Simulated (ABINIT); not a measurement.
# Quasiparticle gap of CsGeCl3 (R3m) in ABINIT

Aim: the G0W0 gap of CsGeCl3 (R3m) on LDA, step by step.

Program: ABINIT 10.8.3. Level of theory: LDA and many-body steps on it, plane waves. Results are calculated unless marked as measured.

## Step 1: The starting structure

It takes space group R3m (No. 160, trigonal). The conventional cell has a = 7.694 Å, b = 7.694 Å, c = 9.535 Å, α = 90.00°, β = 90.00°, γ = 120.00°. Cs has 12 Cl at 3.86 to 3.90 Å nearest. Nearest to Ge lie 3 Cl at 2.37 Å. Cl has 2 Ge at 2.37 to 3.10 Å and 4 Cs at 3.86 to 3.90 Å nearest. Farther neighbours and most contacts between anions are not listed.

Structure file:

```cif
data_structure
_symmetry_space_group_name_H-M 'P 1'
_symmetry_Int_Tables_number 1
_cell_length_a 5.4619
_cell_length_b 5.4619
_cell_length_c 5.4619
_cell_angle_alpha 89.546
_cell_angle_beta 89.546
_cell_angle_gamma 89.546
_cell_volume 162.93
loop_
_atom_site_label
_atom_site_type_symbol
_atom_site_fract_x
_atom_site_fract_y
_atom_site_fract_z
_atom_site_occupancy
Cs1 Cs 0.99840 0.99840 0.99840 1
Ge2 Ge 0.51553 0.51553 0.51553 1
Cl3 Cl 0.49671 0.49671 0.94864 1
Cl4 Cl 0.49671 0.94864 0.49671 1
Cl5 Cl 0.94864 0.49671 0.49671 1
```

The cell and positions are those that the Materials Project relaxed with its own functionals (PBE, PBE+U or r2SCAN), kept fixed. Spin-orbit coupling is left out unless a step names it.

## Step 2: Ground state

This step: ABINIT 10.8.3; DFT, LDA, plane waves, norm-conserving pseudopotentials.

The ground-state density comes first.

Input file run.abi:

```
acell 3*1.0 Angstrom
rprim 
  3.846816390705 2.220960478697 3.178300533600
  -3.846816390705 2.220960478697 3.178300533600
  -0.000000000000 -4.441920957394 3.178300533600
ntypat 3
znucl 55 32 17
natom 5
typat 1 2 3 3 3
xred 
  0.998403350000 0.998403350000 0.998403350000
  0.515533150000 0.515533150000 0.515533150000
  0.496712670000 0.496712670000 0.948638170000
  0.496712670000 0.948638170000 0.496712670000
  0.948638170000 0.496712670000 0.496712670000
pp_dirpath "pseudos"
pseudos "Cs.upf, Ge.upf, Cl.upf"
ecut 56
ngkpt 4 4 4
nshiftk 1
shiftk 0 0 0
kptopt 1
chksymbreak 0
nband 32
occopt 1
tolvrs 1e-08
nstep 60
prtwf 0
optforces 0
optstress 0
indata_prefix "in"
outdata_prefix "out"
tmpdata_prefix "tmp"
```

The run is started by

```
> OMP_NUM_THREADS=1 mpirun -n 4 abinit run.abi > log
```

Numbers of over 12 decimals in the logs are rounded to 6 here.

The program printed:

```text
.Version 10.8.3 of ABINIT. v10.8.2 released Aug 2026.

 Symmetries : space group R3 m (#160); Bravais hR (rhombohedral)
================================================================================
 Values of the parameters that define the memory need of the present run
     intxc =       0    ionmov =       0      iscf =       7    lmnmax =       8
     lnmax =       8     mgfft =      72  mpssoang =       4    mqgrid =    3477
     natom =       5  nloc_mem =       1    nspden =       1   nspinor =       1
    nsppol =       1      nsym =       6    n1xccc =    2501    ntypat =       3
    occopt =       1   xclevel =       1
-    mband =          32        mffmem =           1         mkmem =           4
       mpw =       22022          nfft =      373248          nkpt =          13
================================================================================
  Rough estimation (10% accuracy) of disk space for files :
================================================================================

--------------------------------------------------------------------------------
------------- Echo of variables that govern the present computation ------------
--------------------------------------------------------------------------------
 -outvars: echo values of preprocessed input variables --------
            acell      1.8897261259E+00  1.8897261259E+00  1.8897261259E+00 Bohr

      chksymbreak           0
             ecut      5.60000000E+01 Hartree
-          fftalg         312

              ixc       -1012
              kpt      0.00000000E+00  0.00000000E+00  0.00000000E+00
                       2.50000000E-01  0.00000000E+00  0.00000000E+00
                       5.00000000E-01  0.00000000E+00  0.00000000E+00
                       2.50000000E-01  2.50000000E-01  0.00000000E+00
                       5.00000000E-01  2.50000000E-01  0.00000000E+00
                      -2.50000000E-01  2.50000000E-01  0.00000000E+00
                       5.00000000E-01  5.00000000E-01  0.00000000E+00
                       2.50000000E-01  2.50000000E-01  2.50000000E-01
                       5.00000000E-01  2.50000000E-01  2.50000000E-01
                      -2.50000000E-01  2.50000000E-01  2.50000000E-01
                       5.00000000E-01  5.00000000E-01  2.50000000E-01
[...]
kptrlatt        4    0    0      0    4    0      0    0    4
          kptrlen      4.12859144E+01
P           mkmem           4
            natom           5
            nband          32
            ngfft          72      72      72
             nkpt          13
            nstep          60
             nsym           6
           ntypat           3
              occ      2.000000  2.000000  2.000000  2.000000  2.000000  2.000000
                       2.000000  2.000000  2.000000  2.000000  2.000000  2.000000
                       2.000000  2.000000  2.000000  2.000000  2.000000  2.000000
                       2.000000  2.000000  2.000000  2.000000  2.000000  2.000000
                       2.000000  2.000000  0.000000  0.000000  0.000000  0.000000
                       0.000000  0.000000
        optforces           0
        optstress           0
            prtwf           0
            rprim      3.8468163907E+00  2.2209604787E+00  3.1783005336E+00
[...]
spgroup         160

           tolvrs      1.00000000E-08

             xred      9.9840335000E-01  9.9840335000E-01  9.9840335000E-01
[...]
znucl       55.00000   32.00000   17.00000

================================================================================

 chkinp: Checking input parameters for consistency.

================================================================================
== DATASET  1 ==================================================================
-   mpi_nproc: 4, omp_nthreads: 1 (-1 if OMP is not activated)

--- !DatasetInfo
iteration_state: {dtset: 1, }
dimensions: {natom: 5, nkpt: 13, mband: 32, nsppol: 1, nspinor: 1, nspden: 1, mpw: 22022, }
cutoff_energies: {ecut:  56.0, pawecutdg:  -1.0, }
electrons: {nelect:   5.20000000E+01, charge:   0.00000000E+00, occopt:   1.00000000E+00, tsmear:   1.00000000E-02, }

 Real(R)+Recip(G) space primitive vectors, cartesian coordinates (Bohr,Bohr^-1):
 R(1)=  7.2694294  4.1970070  6.0061176  G(1)=  0.0687812  0.0397108  0.0554990
 R(2)= -7.2694294  4.1970070  6.0061176  G(2)= -0.0687812  0.0397108  0.0554990
 R(3)=  0.0000000 -8.3940141  6.0061176  G(3)=  0.0000000 -0.0794217  0.0554990
 Unit cell volume ucvol=  1.0994743E+03 bohr^3
 Angles (23,13,12)=  8.95462282E+01  8.95462282E+01  8.95462282E+01 degrees

 getcut: wavevector=  0.0000  0.0000  0.0000  ngfft=  72  72  72
         ecut(hartree)=     56.000   => boxcut(ratio)=   2.07090

--- Pseudopotential description ------------------------------------------------
- Cs Generated using ONCVPSP code by D. R. Hamann
- 55.00000   9.00000  201201                  znucl, zion, pspdat
12 -1012 3 -1 2328                            pspcod,pspxc,lmax,lloc,mmax
     nproj     2     2     2     2
  pspatm : epsatm=   21.68725381
         --- l  ekb(1:nproj) -->
[...]
pspatm: atomic psp has been read  and splines computed

- Ge Generated using ONCVPSP code by D. R. Hamann
- 32.00000  22.00000  201201                  znucl, zion, pspdat
12 -1012 2 -1 1524                            pspcod,pspxc,lmax,lloc,mmax
     nproj     2     2     2     0
  pspatm : epsatm=   22.63792625
         --- l  ekb(1:nproj) -->
[...]
pspatm: atomic psp has been read  and splines computed

- Cl Generated using ONCVPSP code by D. R. Hamann
- 17.00000   7.00000  180309                  znucl, zion, pspdat
12 -1012 2 -1 1016                            pspcod,pspxc,lmax,lloc,mmax
     nproj     2     2     2     0
  pspatm : epsatm=    8.88507506
         --- l  ekb(1:nproj) -->
[...]
pspatm: atomic psp has been read  and splines computed

   3.69098107E+03                                ecore*ucvol(ha*bohr**3)
--------------------------------------------------------------------------------

_setup2: Arith. and geom. avg. npw (full set) are   22005.797   22005.792

================================================================================

--- !BeginCycle
iteration_state: {dtset: 1, }
solver: {iscf: 7, nstep: 60, nline: 4, wfoptalg: 0, }
tolerances: {tolvrs: 1.00E-08, }

     iter   Etot(hartree)      deltaE(h)  residm     vres2
 ETOT  1  -346.58757703577    -3.466E+02 7.487E-01 1.296E+04
 ETOT  2  -350.05068106251    -3.463E+00 7.253E-02 2.125E+04
 ETOT  3  -352.09636133415    -2.046E+00 2.292E-02 2.404E+03
 ETOT  4  -352.19794956111    -1.016E-01 1.144E-02 1.559E+03
 ETOT  5  -352.28680674605    -8.886E-02 1.210E-03 5.763E+02
 ETOT  6  -352.31205484195    -2.525E-02 2.829E-03 2.739E+02
 ETOT  7  -352.33135855306    -1.930E-02 2.152E-03 2.933E+01
 ETOT  8  -352.33343579133    -2.077E-03 1.104E-03 1.773E+00
 ETOT  9  -352.33356807167    -1.323E-04 2.420E-04 4.910E-02
 ETOT 10  -352.33357261829    -4.547E-06 1.342E-04 1.193E-04
 ETOT 11  -352.33357264590    -2.761E-08 4.881E-05 1.355E-05
 ETOT 12  -352.33357264746    -1.555E-09 7.703E-05 1.283E-06
 ETOT 13  -352.33357264757    -1.123E-10 2.707E-05 3.106E-07
 ETOT 14  -352.33357264754     3.246E-11 4.123E-05 3.429E-08
 ETOT 15  -352.33357264755    -1.546E-11 1.462E-05 1.171E-09

 At SCF step   15       vres2   =  1.17E-09 < tolvrs=  1.00E-08 =>converged.

--- !ResultsGS
iteration_state: {dtset: 1, }
comment   : Summary of ground state results
lattice_vectors:
- [  7.2694294,   4.1970070,   6.0061176, ]
- [ -7.2694294,   4.1970070,   6.0061176, ]
- [ -0.0000000,  -8.3940141,   6.0061176, ]
lattice_lengths: [  10.32148,   10.32148,   10.32148, ]
lattice_angles: [ 89.546,  89.546,  89.546, ] # degrees, (23, 13, 12)
lattice_volume:   1.0994743E+03
convergence: {deltae: -1.546E-11, res2:  1.171E-09, residm:  1.462E-05, diffor:  0.000E+00, }
etotal    :  -3.52333573E+02
entropy   :   0.00000000E+00
fermie    :   7.19807518E-02
cartesian_stress_tensor: null
pressure_GPa: null
xred      :
- [  9.9840E-01,   9.9840E-01,   9.9840E-01, Cs]
- [  5.1553E-01,   5.1553E-01,   5.1553E-01, Ge]
- [  4.9671E-01,   4.9671E-01,   9.4864E-01, Cl]
- [  4.9671E-01,   9.4864E-01,   4.9671E-01, Cl]
- [  9.4864E-01,   4.9671E-01,   4.9671E-01, Cl]
cartesian_forces: null
force_length_stats: {min: null, max: null, mean: null, }

 Integrated electronic density in atomic spheres:
 ------------------------------------------------
 Atom  Sphere_radius  Integrated_density
[...]
================================================================================

 ----iterations are completed or convergence reached----

 Mean square residual over all n,k,spin=   81.697E-09; max=  14.623E-06
 reduced coordinates (array xred) for    5 atoms
       0.998403350000      0.998403350000      0.998403350000
       0.515533150000      0.515533150000      0.515533150000
       0.496712670000      0.496712670000      0.948638170000
       0.496712670000      0.948638170000      0.496712670000
       0.948638170000      0.496712670000      0.496712670000
 rms dE/dt=  0.0000E+00; max dE/dt=  0.0000E+00; dE/dt below (all hartree)
    1       0.000000000000      0.000000000000      0.000000000000
    2       0.000000000000      0.000000000000      0.000000000000
    3       0.000000000000      0.000000000000      0.000000000000
    4       0.000000000000      0.000000000000      0.000000000000
    5       0.000000000000      0.000000000000      0.000000000000

 cartesian coordinates (angstrom) at end:
    1      0.000000     0.000000     9.519678
    2     -0.000000     0.000000     4.915558
    3     -0.000000    -2.007417     6.172461
    4     -1.738474     1.003709     6.172461
    5      1.738474     1.003709     6.172461
 length scales=  1.889726125908  1.889726125908  1.889726125908 bohr
              =  1.000000000000  1.000000000000  1.000000000000 angstroms
 prteigrs : about to open file out_EIG
 Fermi (or HOMO) energy (hartree) =   0.07198   Average Vxc (hartree)=  -0.31317
 Eigenvalues (hartree) for nkpt=  13  k points:
 kpt#   1, nband= 32, wtk=  0.01563, kpt=  0.0000  0.0000  0.0000 (reduced coord)
  -5.91010   -3.98668   -3.98668   -3.98531   -0.83432   -0.83432   -0.83292   -0.83292
  -0.83209   -0.70671   -0.49768   -0.46637   -0.46637   -0.22011   -0.21994   -0.21994
  -0.19166   -0.11039   -0.11039   -0.07877   -0.02980   -0.02980   -0.02316   -0.01935
  -0.01935   -0.01249    0.19037    0.22266    0.22266    0.24897    0.25604    0.25604
 prteigrs : prtvol=0 or 1, do not print more k-points.

--- !EnergyTerms
iteration_state     : {dtset: 1, }
comment             : Components of total free energy in Hartree
kinetic             :  1.55265087897587E+02
hartree             :  1.71757401403163E+02
xc                  : -4.72943812328144E+01
Ewald energy        : -1.32965180889418E+02
psp_core            :  3.35704154996994E+00
local_psp           : -4.40977514499584E+02
non_local_psp       : -6.14760268764532E+01
total_energy        : -3.52333572647551E+02
total_energy_eV     : -9.58748493273892E+03
band_energy         : -5.08413983604801E+01

== END DATASET(S) ==============================================================
================================================================================

 -outvars: echo values of variables after computation  --------
           etotal     -3.5233357265E+02
            nband          32
             nkpt          13
          spgroup         160
 [... the other variables as echoed above ...]

 Calculation completed.
```

The job ended after 1.8 min (4 MPI ranks of AMD EPYC 9R45, shared host; peak memory 0.79 GiB).

This step gave:

- total energy: -9587.4849 eV
- gap: 1.977 eV
- k of the valence top: 0.5, 0.5, 0.5
- k of the conduction bottom: 0.5, 0.5, 0.5
- least direct gap: 1.977 eV

The gap is direct, at (0.500, 0.500, 0.500).

(Continued in part 2 of 3.)

[Paths, hosts, dates, memory and timing lines, banners, echoed tables and standing remarks are left out of the program output.]

[Logs are printed without paths, hosts, clocks, repeated set-up lines and the standing remarks that a program may print on its own settings, such as how far it seeks lower states.]

[Runs of the session that timed out or met a known fault of the program may be left out.]

[Hosts, paths, dates, database ids (printed as entryN), source tags and the programs' standing remarks are cut or masked in the printed files.]

[G0W0 gaps are taken among the corrected bands and points alone; a level outside them can change the order at an edge.]

[Where Ansatz stands beside ABINIT at settings called matched, ABINIT's density can come from a denser mesh and the files from another edition; pairs whose starting gaps differed by over 0.03 eV were left out, so agreement reads better than it is.]
